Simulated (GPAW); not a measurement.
# How FeNi3 (Awaruite) absorbs and reflects light, part 2 of 2

Aim: the dielectric function of FeNi3 (Awaruite), and the optical constants that follow from it.

GPAW 26.7.0; DFT, PBE, plane-wave PAW (GPAW data sets), scalar-relativistic, RPA, optical limit.

So far. Step 2 (Ground state): There are states at the Fermi level within the smearing, so the occupations stay smeared and the carriers get a Drude term.

### 4. Dielectric function, RPA

Transitions between filled and empty bands, summed over the zone, give the optical response, so mesh, band count and broadening shape it.

The induced potential is part of this response.

This step: DFT, PBE, plane-wave PAW (GPAW data sets), scalar-relativistic, RPA, optical limit (GPAW 26.7.0).

df.py

```python
from gpaw.response.df import DielectricFunction

df = DielectricFunction('full.gpw', frequencies={'type': 'nonlinear', 'domega0': 0.03, 'omega2': 8},
                        ecut=30,
                        eta=0.15,
                        nbands=52,
                        rate=0.2,
                        txt='df.txt')
for direction in ['x']:
    df.get_dielectric_function(xc='RPA', direction=direction, filename=f'df_{direction}.csv')
```

The run is started by

```sh
$ OMP_NUM_THREADS=1 python df.py
```

Numbers of over 12 decimals in the logs are rounded to 6 here.

The log of the run:

```text
Using integrator: PointIntegrator
NonLinearFrequencyDescriptor(from 0.000 to 92.916 eV, 534 points)
Nonperiodic BCs:  [False False False]
Using integrator: PointIntegrator
NonLinearFrequencyDescriptor(from 0.000 to 92.916 eV, 534 points)
Nonperiodic BCs:  [False False False]
Using integrator: PointIntegrator

Calculating chi0 body with:
    Ground state adapter containing:
    Number of spins: 2
    Number of kpoints: 1000
    Number of irreducible kpoints: 56
    Number of completely occupied states: 19
    Number of partially occupied states: 33

    Linear response parametrization:
    q_c: [0.0, 0.0, 0.0]
    Number of frequency points: 534
    Planewave cutoff: 30.0
    Number of bands: 52
    Number of planewaves: 19
    Broadening (eta): 0.15

Integrating chi0 body.

Symmetries of q_c:
    Direct symmetries (Uq -> q): 48
    Indirect symmetries (TUq -> q): 0
In total 48 allowed symmetries.

56 groups of equivalent kpoints. 94.400000% reduction.

Integral kind: spectral function

Calculating chi0 optical extensions with:
    Ground state adapter containing:
    Number of spins: 2
    Number of kpoints: 1000
    Number of irreducible kpoints: 56
    Number of completely occupied states: 19
    Number of partially occupied states: 33

    Linear response parametrization:
    Number of frequency points: 534
    Planewave cutoff: 30.0
    Number of bands: 52
    Number of planewaves: 19
    Broadening (eta): 0.15
Integrating chi0 head and wings.

Symmetries of q_c:
    Direct symmetries (Uq -> q): 48
    Indirect symmetries (TUq -> q): 0
In total 48 allowed symmetries.

56 groups of equivalent kpoints. 94.400000% reduction.

Integral kind: spectral function wings

Calculating drude chi0 with:
    Number of frequency points:534
    Plasma frequency decay rate: 0.2 eV

    Ground state adapter containing:
    Number of spins: 2
    Number of kpoints: 1000
    Number of irreducible kpoints: 56
    Number of completely occupied states: 19
    Number of partially occupied states: 33

Symmetries of q_c:
    Direct symmetries (Uq -> q): 48
    Indirect symmetries (TUq -> q): 0
In total 48 allowed symmetries.

56 groups of equivalent kpoints. 94.400000% reduction.

Integral kind: intraband
Plasma frequency:
[[4.54-0.j 0.  +0.j 0.  +0.j]
 [0.  +0.j 4.54-0.j 0.  +0.j]
 [0.  +0.j 0.  +0.j 4.54-0.j]]
```

It took 32 s on 1 thread of Arm Neoverse V2, shared host; peak memory 0.26 GiB.

Some rows of df_x.csv (energy; Re and Im without local fields; Re and Im with them):

```text
0.000000, 1043.687435, 0.000000, 1043.547817, 0.000000
0.555532, -39.150083, 76.339869, -39.366794, 76.287861
1.143969, -0.930266, 42.794604, -1.064590, 42.528785
1.768324, -10.648676, 25.920146, -10.608086, 25.802270
2.431988, -7.474243, 17.459757, -7.421085, 17.354838
3.138794, -7.343762, 10.367428, -7.293611, 10.383279
3.893091, -4.450721, 6.419350, -4.434170, 6.415711
4.699832, -1.703807, 4.484226, -1.702375, 4.486490
5.564682, -0.781642, 5.256733, -0.791607, 5.253046
6.494155, -1.725891, 4.475481, -1.719853, 4.447942
7.495775, -0.950891, 2.802371, -0.952901, 2.798270
8.578281, -0.675964, 2.520706, -0.680607, 2.515892
9.751884, -0.331226, 2.020875, -0.335537, 2.016937
11.028587, -0.134019, 1.675246, -0.142442, 1.673857
12.422601, 0.130401, 1.413784, 0.122525, 1.412775
13.950874, 0.212032, 1.362905, 0.199392, 1.362343
15.633783, 0.048409, 1.273959, 0.036914, 1.271287
17.496047, 0.087303, 0.993714, 0.074822, 0.993705
19.567954, 0.241823, 0.749461, 0.223164, 0.755914
21.887015, 0.460678, 0.587289, 0.425362, 0.598938
24.500258, 0.641649, 0.647247, 0.527421, 0.675231
```

Sum at mesh points, not converged in k. The Im ε, E ∥ x by photon energy; read off at these points:

| photon energy (eV) | Im ε, E ∥ x |
| --- | --- |
| 1 | 43.9 |
| 2 | 21.2 |
| 3 | 12.0 |
| 4 | 6.03 |
| 5 | 5.01 |
| 6 | 5.30 |
| 7 | 3.26 |
| 8 | 2.91 |
| 9 | 2.24 |
| 10 | 2.15 |
| 11 | 1.67 |
| 12 | 1.48 |
| 13 | 1.49 |
| 14 | 1.36 |
| 15 | 1.44 |
| 16 | 1.26 |
| 17 | 1.09 |
| 18 | 0.947 |
| 19 | 0.811 |
| 20 | 0.681 |
| 21 | 0.626 |
| 22 | 0.591 |
| 23 | 0.653 |
| 24 | 0.706 |

Values under 1 per cm are given as 1; sum at mesh points, not converged in k. Absorption coefficient, E ∥ x against photon energy:

| photon energy (eV) | absorption coefficient, E ∥ x (1/cm) |
| --- | --- |
| 1.010 | 4.8e5 |
| 1.486 | 7.2e5 |
| 1.985 | 7.9e5 |
| 2.508 | 9.1e5 |
| 3.018 | 1.0e6 |
| 3.510 | 9.7e5 |
| 3.980 | 9.6e5 |
| 4.516 | 9.0e5 |
| 4.981 | 8.7e5 |
| 5.515 | 9.8e5 |
| 6.021 | 1.2e6 |
| 6.494 | 1.2e6 |
| 6.985 | 1.1e6 |
| 7.496 | 1.1e6 |
| 8.026 | 1.1e6 |
| 8.516 | 1.1e6 |
| 9.023 | 1.1e6 |
| 9.483 | 1.1e6 |
| 10.026 | 1.1e6 |
| 10.519 | 1.1e6 |
| 11.029 | 1.1e6 |
| 11.479 | 1.1e6 |
| 12.023 | 1.1e6 |
| 12.504 | 1.0e6 |
| 13.000 | 1.1e6 |
| 13.512 | 1.1e6 |
| 14.040 | 1.1e6 |
| 14.493 | 1.2e6 |
| 14.960 | 1.2e6 |
| 15.536 | 1.3e6 |
| 16.031 | 1.3e6 |
| 16.541 | 1.3e6 |
| 16.959 | 1.3e6 |
| 17.496 | 1.2e6 |
| 18.049 | 1.2e6 |
| 18.504 | 1.1e6 |
| 18.969 | 1.1e6 |
| 19.447 | 1.0e6 |
| 20.061 | 9.8e5 |
| 20.438 | 9.6e5 |
| 20.953 | 9.0e5 |
| 21.482 | 9.0e5 |
| 22.024 | 8.5e5 |
| 22.440 | 9.0e5 |
| 23.009 | 9.4e5 |
| 23.446 | 9.0e5 |
| 24.042 | 1.0e6 |
| 24.500 | 1.0e6 |

Sum at mesh points, not converged in k. Im ε, E ∥ x against photon energy; read off at these points:

| photon energy (eV) | without local fields | with local fields |
| --- | --- | --- |
| 1 | 44.1 | 43.9 |
| 2 | 21.3 | 21.2 |
| 3 | 12.0 | 12.0 |
| 4 | 6.04 | 6.03 |
| 5 | 5.01 | 5.01 |
| 6 | 5.31 | 5.30 |
| 7 | 3.26 | 3.26 |
| 8 | 2.91 | 2.91 |
| 9 | 2.24 | 2.24 |
| 10 | 2.15 | 2.15 |
| 11 | 1.67 | 1.67 |
| 12 | 1.48 | 1.48 |
| 13 | 1.49 | 1.49 |
| 14 | 1.36 | 1.36 |
| 15 | 1.44 | 1.44 |
| 16 | 1.26 | 1.26 |
| 17 | 1.09 | 1.09 |
| 18 | 0.945 | 0.947 |
| 19 | 0.811 | 0.811 |
| 20 | 0.677 | 0.681 |
| 21 | 0.614 | 0.626 |
| 22 | 0.579 | 0.591 |
| 23 | 0.633 | 0.653 |
| 24 | 0.682 | 0.706 |

Sum at mesh points, not converged in k. Table of loss function −Im 1/ε at q → 0, E ∥ x by energy loss; read off at these points:

energy loss (eV), loss function −Im 1/ε at q → 0, E ∥ x and a bar:
```
        1       0.02 
        2       0.04 
        3       0.06 #
        4       0.12 ##
        5       0.19 ####
        6       0.16 ###
        7       0.26 #####
        8       0.33 #######
        9       0.42 #########
       10       0.46 ##########
       11       0.59 #############
       12       0.67 ###############
       13       0.67 ###############
       14       0.71 ################
       15       0.69 ################
       16       0.79 ##################
       17       0.92 #####################
       18       1.05 ########################
       19       1.19 ###########################
       20       1.30 ##############################
       21       1.18 ###########################
       22       1.07 ########################
       23       0.97 ######################
       24       0.97 ######################
```

The reflectivity at normal incidence, E ∥ x has structure finer than the step of the table below, so its rows give means over 1 eV, whole bins alone (the curve runs from 0.619 to 24.8 eV). Peaks (eV: height): 6.1: 44.7.

Sum at mesh points, not converged in k. Table of reflectivity at normal incidence, E ∥ x by photon energy; means over each step:

| photon energy (eV) | reflectivity at normal incidence, E ∥ x (%) |
| --- | --- |
| 2 | 63.8 |
| 3 | 60.4 |
| 4 | 52.0 |
| 5 | 37.4 |
| 6 | 39.7 |
| 7 | 38.9 |
| 8 | 31.0 |
| 9 | 28.5 |
| 10 | 25.2 |
| 11 | 22.0 |
| 12 | 19.1 |
| 13 | 15.9 |
| 14 | 14.6 |
| 15 | 16.3 |
| 16 | 16.2 |
| 17 | 16.1 |
| 18 | 14.4 |
| 19 | 12.9 |
| 20 | 10.6 |
| 21 | 7.85 |
| 22 | 6.14 |
| 23 | 5.58 |
| 24 | 5.75 |

From ε follow the optical constants at some laser and lamp lines:

| wavelength (nm) | n | k | R (%) | 1/α |
| --- | --- | --- | --- | --- |
| 1064 | 4.53 | 4.669 | 65.4 | 18 nm |
| 633 | 2.74 | 3.965 | 63.1 | 13 nm |
| 450 | 2.05 | 3.424 | 61.0 | 10 nm |
| 365 | 1.49 | 2.826 | 58.0 | 10 nm |
| 308 | 1.27 | 2.351 | 52.5 | 10 nm |
| 248 | 1.45 | 1.724 | 35.3 | 11 nm |
| 193 | 1.25 | 1.751 | 38.5 | 8.8 nm |

A polished face would reflect 62 % of daylight and look light grey (CIE x = 0.314, y = 0.330 under D65).

### 5. Outcome

In words: At this level (PBE, RPA) FeNi3 is a metal. The mesh is too coarse to trust the carriers' weight, the reflectivity or the colour to better than tens of per cent. A polished face would reflect 62 % of daylight and look light grey (CIE x = 0.314, y = 0.330 under D65). The carriers' damping of 0.2 eV is typed, not computed; it shapes the response at the lowest energies. The magnetic state comes from one start and need not be the lowest. The curves end at 25 eV, about where the summed bands run out. In this version of GPAW the matrix elements of the optical limit are incomplete, which can lower ε − 1 by up to a tenth where first-row anions or d states rule, and shift it by more in d metals. GPAW's carrier term has the form −ωp²/(ω + i·rate)², which damps like twice the rate and fails at low energy, so the curves leave the lowest energies out. The sum runs over mesh points 0.18 Å⁻¹ apart with no interpolation, so peaks are partly noise of the mesh, and the Drude plasma energy, a sum over the Fermi surface, isn't converged.

[Machine, clock and banner lines and Python warnings are left out of the logs.]

[Logs are printed without paths, hosts, clocks, repeated set-up lines and the standing remarks that a program may print on its own settings, such as how far it seeks lower states.]

[Hosts, paths, dates, database ids (printed as entryN), source tags and the programs' standing remarks are cut or masked in the printed files.]
